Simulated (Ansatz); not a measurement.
# TiTeS monolayer, Janus: from the cell to its phonons

How does TiTeS monolayer, Janus vibrate, and is this structure a minimum?

Calculated with Ansatz 0.2.0; DFT PBEsol, scalar-relativistic, plane waves, PAW; PAW set soft_1.

## Step 1: Starting point

The cell holds 3 atoms: 1 Ti, 1 S and 1 Te. Cell: a = 3.500 Å, b = 3.500 Å, c = 20.000 Å, α = 90.0°, β = 90.0°, γ = 120.0°. It derives from TiTeS. Vacuum lies along c.

## Step 2: Coarse relaxation

The start is far from rest, so a relaxation with loose tolerances brings it close first.

The program solves this slab on a cell height of its own, 30.0 Å, in place of the one typed.

Input file input.yaml:

```yaml
crystal:
  lattice:
    - [3.5, 0.0, 0.0]
    - [-1.75, 3.03109, 0.0]
    - [0.0, 0.0, 20.0]
  atoms:
    - { symbol: Ti, position: [0.0, 0.0, 0.5] }
    - { symbol: S, position: [0.333333, 0.666667, 0.575] }
    - { symbol: Te, position: [0.666667, 0.333333, 0.42] }
  periodic: [true, true, false]
kpoints:
  mp_grid: { grid: [6, 6, 1] }
hamiltonian:
  xc: pbesol
  pseudopotentials: { kind: paw, azcp: { folder: soft_1 }, xc_functional: pbe }
scf:
  occupations: { method: gaussian, width: 0.1 }
output:
  forces: true
  stress: true
  eigenvalues: true
relax:
  adjacent_minimum: "off"
  f_tol: 0.05
  max_steps: 80
  cell: { stress_2d_tol: 0.02 }
```

Started as:

```
$ ansatz run input.yaml --threads 4 --pin off --max-ram 16384MiB --backend cpu --events-out ev --progress --plain --runs-dir out
```

Numbers of over 12 decimals in the logs are rounded to 6 here.

The program printed:

```text
[...]
F+E_penalty+E_count = -10263.48836799 eV   max|allowed force component| = 7.083e-5 eV/Å   (the final SCF, on the basis selected at the relaxed cell)
  cell:  # Å, volume = 324.4559 Å³
    - [3.533881, 0.0, 0]
    - [-1.766940, 3.060431, 0]
    - [0, 0, 30.0]
  atoms:
    - { symbol: Ti, position: [6.885875289440056e-18, 0, 0.339600] }
    - { symbol: S, position: [0.333333, 0.666667, 0.380260] }
    - { symbol: Te, position: [0.666667, 0.333333, 0.276807] }
[key lines of the parts left out:]
SCF converged after 8 iterations
Free energy (F): -10263.488368 eV
Fermi energy:    -4.937167 eV
P = ½ c Tr σ = -0.0023 N/m
```

The job ended after 15 s (4 threads of Arm Neoverse V1, shared host; peak memory 0.59 GiB).

Step by step:

| step | energy less that of the first step (eV) | largest force component (eV/Å) | volume (Å³) |
| --- | --- | --- | --- |
| 1 | 0.0000 | 4.3289 | 318.26 |
| 2 | -0.5873 | 0.6370 | 321.37 |
| 3 | -0.6199 | 0.2255 | 326.11 |
| 4 | -0.6232 | 0.0162 | 324.97 |
| 5 | -0.6233 | 0.0037 | 324.60 |
| 6 | -0.6233 | 0.0000 | 324.46 |
| 7* | -0.6236 | 0.0001 | 324.46 |

Relaxation steps marked * repeat the geometry before them on a plane-wave basis chosen anew for their cell, so energy and pressure can jump there.

The run keeps the 6 symmetry operations that it works with, so distortions that break them were not tested.

| cell as run | before | after | change |
| --- | --- | --- | --- |
| a (Å) | 3.500 | 3.534 | +1.0 % |
| b (Å) | 3.500 | 3.534 | +1.0 % |

The atoms that moved most (Å, along periodic axes as changes of fractional coordinates times the final cell, across vacuum about the mean position):

| atom | dx | dy | dz | length |
| --- | --- | --- | --- | --- |
| Ti1 | 0.000 | 0.000 | 0.188 | 0.188 |
| Te3 | 0.000 | 0.000 | -0.096 | 0.096 |
| S2 | 0.000 | 0.000 | -0.092 | 0.092 |

The relaxed structure:

```cif
data_structure
_symmetry_space_group_name_H-M 'P 1'
_symmetry_Int_Tables_number 1
_cell_length_a 3.5339
_cell_length_b 3.5339
_cell_length_c 30.0000
_cell_angle_alpha 90.000
_cell_angle_beta 90.000
_cell_angle_gamma 120.000
_cell_volume 324.46
loop_
_atom_site_label
_atom_site_type_symbol
_atom_site_fract_x
_atom_site_fract_y
_atom_site_fract_z
_atom_site_occupancy
Ti1 Ti 0.00000 0.00000 0.33960 1
S2 S 0.33333 0.66667 0.38026 1
Te3 Te 0.66667 0.33333 0.27681 1
```

This step gave:

```
gap on the k-mesh : 0 eV
area per atom     : 3.605 Å²
```

The relaxation ends with a largest force component of 7.1e-5 eV/Å.

## Step 3: Relaxation

Harmonic phonons are second derivatives at a point where the forces vanish, and they are wanted at zero stress, so atoms and cell are relaxed first.

Input file input.yaml:

```yaml
crystal:
  lattice:
    - [3.5338809099, 0.0, 0.0]
    - [-1.766940455, 3.060430642, 0.0]
    - [0.0, 0.0, 30.0]
  atoms:
    - { symbol: Ti, position: [0.0, 0.0, 0.3395998532] }
    - { symbol: S, position: [0.3333333333, 0.6666666667, 0.38025988] }
    - { symbol: Te, position: [0.6666666667, 0.3333333333, 0.2768069335] }
  periodic: [true, true, false]
kpoints:
  mp_grid: { grid: [15, 15, 1] }
hamiltonian:
  xc: pbesol
  pseudopotentials: { kind: paw, azcp: { folder: soft_1 }, xc_functional: pbe }
scf:
  occupations: { method: gaussian, width: 0.1 }
output:
  forces: true
  stress: true
  eigenvalues: true
  write_density: true
  write_potential: true
  elf: true
  volumetric_format: npy
relax:
  adjacent_minimum: "off"
  f_tol: 0.005
  max_steps: 80
  cell: { stress_2d_tol: 0.02 }
```

The program printed:

```text
[...]
Crystal: 3 atoms, lattice volume = 324.456 Å³
Basis set: ecut = 420 eV, 6299 PW (Γ), exchange–correlation on 48×48×432 points (8 copies of the dense FFT grid, shifted against one another)
Bands: 21, of which v1, the nominal top of the filled ones, is band 17 counted from 1 (16 counted from 0)
Symmetry: 6 space group operations
[...]
k-points: 27 of 225 (time reversal used)
[...]
SCF iter   1: F=—  HF=-10264.163522 eV  |F-HF|=—  |Δ(HF+E_count)|=         —  Δρ=1.93e-2  dr2=3.11e0  ethr=3.10e-3  ⟨swp⟩=15.8  Hψ=5048  notcnv=0
[...]
SCF iter  10: F=-10263.499988 eV  HF=-10263.499988 eV  |F-HF|=1.08e-8  |Δ(HF+E_count)|=   7.62e-8  Δρ=7.60e-7  dr2=4.66e-9  ethr=2.94e-10  ⟨swp⟩=18.8  Hψ=6074  notcnv=0
SCF 1 converged in 10 iterations: F = -10263.499988 eV  dr2 = 4.66e-9
[...]
relax step   1: F+E_penalty+E_count = -10263.49998792 eV  Δ(F+E_penalty+E_count) = +0.000e0 eV  max|allowed force component| = 4.139e-2 eV/Å  Δτ_max = 0.0000 Å  P = -0.198 N/m  Ω = 324.456 Å³  fix = [c, alpha, beta]  reactions: c -0.000 N/m  (10 SCF iters, dr2 threshold 1.00e-7 eV, accepted)
Crystal: 3 atoms, lattice volume = 322.609 Å³
Basis set: ecut = 420 eV, 6263 PW (Γ), exchange–correlation on 48×48×432 points (8 copies of the dense FFT grid, shifted against one another)
[...]
SCF iter   6: F=-10263.500575 eV  HF=-10263.500575 eV  |F-HF|=1.30e-7  |Δ(HF+E_count)|=   6.12e-7  Δρ=2.32e-6  dr2=3.31e-8  ethr=3.15e-10  ⟨swp⟩=20.5  Hψ=6268  notcnv=0
SCF 2 converged in 6 iterations: F = -10263.500575 eV  dr2 = 3.31e-8
relax step   2: F+E_penalty+E_count = -10263.50057528 eV  Δ(F+E_penalty+E_count) = -5.874e-4 eV  max|allowed force component| = 7.143e-2 eV/Å  Δτ_max = 0.0141 Å  P = -0.161 N/m  Ω = 322.609 Å³  energy of the carried Pulay correction = +7.767e-5 eV  fix = [c, alpha, beta]  reactions: c -0.000 N/m  (6 SCF iters, dr2 threshold 1.07e-7 eV, accepted)
Crystal: 3 atoms, lattice volume = 322.347 Å³
Basis set: ecut = 420 eV, 6239 PW (Γ), exchange–correlation on 48×48×432 points (8 copies of the dense FFT grid, shifted against one another)
[...]
SCF iter   5: F=-10263.500906 eV  HF=-10263.500906 eV  |F-HF|=9.92e-8  |Δ(HF+E_count)|=   9.64e-8  Δρ=2.76e-6  dr2=1.48e-7  ethr=8.82e-10  ⟨swp⟩=17.6  Hψ=6623  notcnv=0
SCF 3 converged in 5 iterations: F = -10263.500906 eV  dr2 = 1.48e-7
relax step   3: F+E_penalty+E_count = -10263.50090559 eV  Δ(F+E_penalty+E_count) = -3.303e-4 eV  max|allowed force component| = 1.626e-2 eV/Å  Δτ_max = 0.0038 Å  P = -0.062 N/m  Ω = 322.347 Å³  energy of the carried Pulay correction = +8.869e-5 eV  fix = [c, alpha, beta]  reactions: c -0.000 N/m  (5 SCF iters, dr2 threshold 3.00e-7 eV, accepted)
[...]
relax step   4: F+E_penalty+E_count = -10263.50096071 eV  Δ(F+E_penalty+E_count) = -5.512e-5 eV  max|allowed force component| = 1.234e-3 eV/Å  Δτ_max = 0.0011 Å  P = -0.002 N/m  Ω = 321.902 Å³  energy of the carried Pulay correction = +1.075e-4 eV  fix = [c, alpha, beta]  reactions: c -0.000 N/m  (5 SCF iters, dr2 threshold 1.65e-8 eV, accepted)
[...]
SCF iter   1: F=—  HF=-10263.500775 eV  |F-HF|=—  |Δ(HF+E_count)|=         —  Δρ=4.03e-6  dr2=1.26e-8  ethr=2.16e-7  ⟨swp⟩=6.7  Hψ=7315  notcnv=0
eigensolver tolerance schedule: the retry pair's looser diagonalisation over-reported the residual by 5853.00 of it (diagonalisation noise at 0.69 of the residual, at the tolerance the schedule requests for it); recorded, not acted on — ethr = c·dr2/N_el stays at c = 1.0e-1
[...]
SCF iter   2: F=—  HF=-10263.500854 eV  |F-HF|=—  |Δ(HF+E_count)|=   7.86e-5  Δρ=2.45e-6  dr2=2.44e-8  ethr=3.70e-11  ⟨swp⟩=5.6  Hψ=2044  notcnv=0
[...]
SCF iter   7: F=-10263.500854 eV  HF=-10263.500854 eV  |F-HF|=2.18e-11  |Δ(HF+E_count)|=  4.91e-10  Δρ=9.94e-9  dr2=2.14e-12  ethr=1.00e-12  ⟨swp⟩=13.4  Hψ=4614  notcnv=0
SCF 5 converged in 7 iterations: F = -10263.500854 eV  dr2 = 2.14e-12
relax step   5: F+E_penalty+E_count = -10263.50085376 eV  Δ(F+E_penalty+E_count) = +1.070e-4 eV  max|allowed force component| = 1.197e-3 eV/Å  Δτ_max = 0.0000 Å  P = -0.001 N/m  Ω = 321.902 Å³  fix = [c, alpha, beta]  reactions: c -0.000 N/m  stress off target by 1.43e-3 N/m on what of the cell is left free  SCF on the basis re-selected at this cell (its energy is not comparable with the rows above)  (7 SCF iters)
basis re-selected at this cell: Δ(F+E_penalty+E_count) = +1.070e-4 eV, ΔP = +0.000 N/m vs the last step (what re-selecting the basis moved, of the pressure what is left beyond the Pulay correction that the steps carried, after the strain that the cell walked since its last selection, with what the two solves' SCF thresholds leave and, on support functions, any second-order correction that the steps lacked; it is no m [...]
SCF converged after 7 iterations
Free energy (F): -10263.500854 eV
[...]
Internal energy: -10263.494098 eV  (E = F + TS)
E sigma→0 (E₀):  -10263.497476 eV
Entropy (-TS):   -0.006756 eV (-2.252 meV/atom)
Fermi energy:    -4.884545 eV
[...]
--- Forces (eV/Å), atoms counted from 1 ---
  atom   1  Ti    -0.00000000     0.00000000     0.00103489
  atom   2  S     -0.00000000     0.00000000    -0.00119684
  atom   3  Te     0.00000000    -0.00000000     0.00016230
  max |Σ_I F_I| component: 3.41e-7 eV/Å
--- 2D stress c σ (N/m, compression-positive) ---
       -0.001429      -0.000000      -0.000000
       -0.000000      -0.001429       0.000000
       -0.000000       0.000000      -0.000000
  P = ½ c Tr σ = -0.0014 N/m
--- Band table (eV; the first three rows and the last of 27) ---
  k-point 0: bands = [... 13 lower, -7.9526, -7.1242, -4.6343, -4.6343, -3.8521, -3.7896, -3.7896, -1.2600]
  k-point 1: bands = [... 13 lower, -7.9435, -6.9831, -4.8861, -4.7760, -4.1886, -3.6764, -3.5201, -1.5922]
  k-point 2: bands = [... 13 lower, -7.9217, -6.7667, -5.6617, -5.0462, -4.3750, -3.5027, -3.4284, -2.1052]
  k-point 26: bands = [... 13 lower, -9.2435, -8.1660, -7.5491, -7.2398, -3.9843, -3.8655, -3.8011, -2.4594]
--- Relaxed structure (4 steps of the walk, 4 accepted, 1 SCFs on fresh bases) ---
[...]
cell:  # Å, volume = 321.9024 Å³
    - [3.519947, 2.875372041887274e-11, 0]
    - [-1.759974, 3.048364, 0]
    - [0, 0, 30.0]
  atoms:
    - { symbol: Ti, position: [0, 0, 0.339575] }
    - { symbol: S, position: [0.333333, 0.666667, 0.380630] }
    - { symbol: Te, position: [0.666667, 0.333333, 0.276462] }
```

It took 36 s on 4 threads; peak memory 0.7 GiB; 2.3 min of CPU time.

Step by step:

| step | energy less that of the first step (eV) | largest force component (eV/Å) | volume (Å³) |
| --- | --- | --- | --- |
| 1 | 0.0000 | 0.0414 | 324.46 |
| 2 | -0.0006 | 0.0714 | 322.61 |
| 3 | -0.0009 | 0.0163 | 322.35 |
| 4 | -0.0010 | 0.0012 | 321.90 |
| 5* | -0.0009 | 0.0012 | 321.90 |

Relaxation steps marked * repeat the geometry before them on a plane-wave basis chosen anew for their cell, so energy and pressure can jump there.

The run keeps the 6 symmetry operations that it works with, so distortions that break them were not tested.

| cell as run | before | after | change |
| --- | --- | --- | --- |
| a (Å) | 3.534 | 3.520 | -0.4 % |
| b (Å) | 3.534 | 3.520 | -0.4 % |

The atoms that moved most (Å, along periodic axes as changes of fractional coordinates times the final cell, across vacuum about the mean position):

| atom | dx | dy | dz | length |
| --- | --- | --- | --- | --- |
| S2 | 0.000 | 0.000 | 0.011 | 0.011 |
| Te3 | 0.000 | 0.000 | -0.010 | 0.010 |

Final coordinates:

```xyz
3
Lattice="3.5199 0.0000 0.0000 -1.7600 3.0484 0.0000 0.0000 0.0000 30.0000" Properties=species:S:1:pos:R:3
Ti    0.0000    0.0000   10.1872
S     0.0000    2.0322   11.4189
Te    1.7600    1.0161    8.2939
```

This step gave:

```
area per atom : 3.577 Å²
```

Electrostatic potential energy in the ac plane at fractional y = 0.000, with atoms of Ti within 0.2 Å of it. With pseudopotentials it is smooth inside the atoms' cores, unlike the true potential.

Ten even steps from '0' (-17 eV) to '9' (0 eV), each cell a mean:
```
99999999999999
99999999999999
99999999999999
99999999999999
99999999999999
99999999999999
99999999999999
99999999999999
99999999999999
99999999999999
99999999999999
99999999999999
99999999999999
99999999999999
77787766678877
00013667652000
22335666665322
88875421246788
99999888899999
99999999999999
99999999999999
99999999999999
99999999999999
99999999999999
```
Columns run along a (3.5 Å; values clipped at the 3rd and 97th percentile), rows up along c (30.0 Å). Atoms in or near the plane, at fractional coordinates: Ti at (0.00, 0.34).

Valence density in the ac plane at fractional y = 0.000, with atoms of Ti within 0.2 Å of it. It is the smooth field of the valence electrons, not physical close to the nuclei.

Values in units of 1e0 e/Å³, 24 rows by 14 columns, each cell a mean:
```
0.0 0.0 0.0 0.0 0.0 0.0 0.0 0.0 0.0 0.0 0.0 0.0 0.0 0.0
0.0 0.0 0.0 0.0 0.0 0.0 0.0 0.0 0.0 0.0 0.0 0.0 0.0 0.0
0.0 0.0 0.0 0.0 0.0 0.0 0.0 0.0 0.0 0.0 0.0 0.0 0.0 0.0
0.0 0.0 0.0 0.0 0.0 0.0 0.0 0.0 0.0 0.0 0.0 0.0 0.0 0.0
0.0 0.0 0.0 0.0 0.0 0.0 0.0 0.0 0.0 0.0 0.0 0.0 0.0 0.0
0.0 0.0 0.0 0.0 0.0 0.0 0.0 0.0 0.0 0.0 0.0 0.0 0.0 0.0
0.0 0.0 0.0 0.0 0.0 0.0 0.0 0.0 0.0 0.0 0.0 0.0 0.0 0.0
0.0 0.0 0.0 0.0 0.0 0.0 0.0 0.0 0.0 0.0 0.0 0.0 0.0 0.0
0.0 0.0 0.0 0.0 0.0 0.0 0.0 0.0 0.0 0.0 0.0 0.0 0.0 0.0
0.0 0.0 0.0 0.0 0.0 0.0 0.0 0.0 0.0 0.0 0.0 0.0 0.0 0.0
0.0 0.0 0.0 0.0 0.0 0.0 0.0 0.0 0.0 0.0 0.0 0.0 0.0 0.0
0.0 0.0 0.0 0.0 0.0 0.0 0.0 0.0 0.0 0.0 0.0 0.0 0.0 0.0
0.0 0.0 0.0 0.0 0.0 0.0 0.0 0.0 0.0 0.0 0.0 0.0 0.0 0.0
0.0 0.0 0.0 0.0 0.0 0.0 0.0 0.0 0.0 0.0 0.0 0.0 0.0 0.0
0.1 0.1 0.1 0.1 0.2 0.3 0.3 0.3 0.3 0.2 0.2 0.1 0.1 0.1
7.0 5.5 2.8 0.8 0.3 0.3 0.3 0.3 0.3 0.3 0.4 1.1 3.3 5.9
2.0 1.5 0.8 0.4 0.3 0.3 0.3 0.3 0.3 0.3 0.3 0.4 1.0 1.7
0.1 0.1 0.1 0.2 0.3 0.3 0.4 0.4 0.4 0.3 0.2 0.2 0.1 0.1
0.0 0.0 0.0 0.0 0.0 0.1 0.1 0.1 0.1 0.1 0.0 0.0 0.0 0.0
0.0 0.0 0.0 0.0 0.0 0.0 0.0 0.0 0.0 0.0 0.0 0.0 0.0 0.0
0.0 0.0 0.0 0.0 0.0 0.0 0.0 0.0 0.0 0.0 0.0 0.0 0.0 0.0
0.0 0.0 0.0 0.0 0.0 0.0 0.0 0.0 0.0 0.0 0.0 0.0 0.0 0.0
0.0 0.0 0.0 0.0 0.0 0.0 0.0 0.0 0.0 0.0 0.0 0.0 0.0 0.0
0.0 0.0 0.0 0.0 0.0 0.0 0.0 0.0 0.0 0.0 0.0 0.0 0.0 0.0
```
Columns run along a (3.5 Å), rows up along c (30.0 Å). Atoms in or near the plane, at fractional coordinates: Ti at (0.00, 0.34).

ELF in the ac plane at fractional y = 0.000, with atoms of Ti within 0.2 Å of it. It is the smooth field of the valence electrons, not physical close to the nuclei.

Values, 24 rows by 14 columns, each cell a mean:
```
0.00 0.00 0.00 0.00 0.00 0.00 0.00 0.00 0.00 0.00 0.00 0.00 0.00 0.00
0.00 0.00 0.00 0.00 0.00 0.00 0.00 0.00 0.00 0.00 0.00 0.00 0.00 0.00
0.00 0.00 0.00 0.00 0.00 0.00 0.00 0.00 0.00 0.00 0.00 0.00 0.00 0.00
0.00 0.00 0.00 0.00 0.00 0.00 0.00 0.00 0.00 0.00 0.00 0.00 0.00 0.00
0.00 0.00 0.00 0.00 0.00 0.00 0.00 0.00 0.00 0.00 0.00 0.00 0.00 0.00
0.00 0.00 0.00 0.00 0.00 0.00 0.00 0.00 0.00 0.00 0.00 0.00 0.00 0.00
0.00 0.00 0.00 0.00 0.00 0.00 0.00 0.00 0.00 0.00 0.00 0.00 0.00 0.00
0.00 0.00 0.00 0.00 0.00 0.00 0.00 0.00 0.00 0.00 0.00 0.00 0.00 0.00
0.00 0.00 0.00 0.00 0.00 0.00 0.00 0.00 0.00 0.00 0.00 0.00 0.00 0.00
0.00 0.00 0.00 0.00 0.00 0.00 0.00 0.00 0.00 0.00 0.00 0.00 0.00 0.00
0.00 0.00 0.00 0.00 0.00 0.00 0.00 0.00 0.00 0.00 0.00 0.00 0.00 0.00
0.00 0.00 0.00 0.00 0.00 0.00 0.00 0.00 0.00 0.00 0.00 0.00 0.00 0.00
0.00 0.00 0.00 0.00 0.00 0.00 0.01 0.01 0.01 0.00 0.00 0.00 0.00 0.00
0.01 0.01 0.03 0.06 0.13 0.21 0.27 0.29 0.26 0.19 0.11 0.05 0.02 0.01
0.05 0.07 0.15 0.35 0.58 0.70 0.75 0.76 0.74 0.69 0.53 0.29 0.13 0.06
0.57 0.60 0.54 0.30 0.21 0.36 0.49 0.53 0.47 0.32 0.20 0.36 0.56 0.59
0.32 0.34 0.34 0.33 0.38 0.45 0.49 0.50 0.49 0.44 0.36 0.33 0.34 0.33
0.13 0.17 0.28 0.46 0.57 0.59 0.57 0.57 0.58 0.59 0.55 0.41 0.26 0.16
0.02 0.03 0.06 0.15 0.29 0.42 0.51 0.53 0.49 0.40 0.25 0.12 0.05 0.03
0.00 0.00 0.00 0.01 0.02 0.03 0.05 0.05 0.04 0.03 0.01 0.01 0.00 0.00
0.00 0.00 0.00 0.00 0.00 0.00 0.00 0.00 0.00 0.00 0.00 0.00 0.00 0.00
0.00 0.00 0.00 0.00 0.00 0.00 0.00 0.00 0.00 0.00 0.00 0.00 0.00 0.00
0.00 0.00 0.00 0.00 0.00 0.00 0.00 0.00 0.00 0.00 0.00 0.00 0.00 0.00
0.00 0.00 0.00 0.00 0.00 0.00 0.00 0.00 0.00 0.00 0.00 0.00 0.00 0.00
```
Columns run along a (3.5 Å), rows up along c (30.0 Å). Atoms in or near the plane, at fractional coordinates: Ti at (0.00, 0.34).

(Continued in part 2 of 3.)

[Logs are printed without paths, hosts, clocks, repeated set-up lines and the standing remarks that a program may print on its own settings, such as how far it seeks lower states.]

[Hosts, paths, dates, database ids (printed as entryN), source tags and the programs' standing remarks are cut or masked in the printed files.]
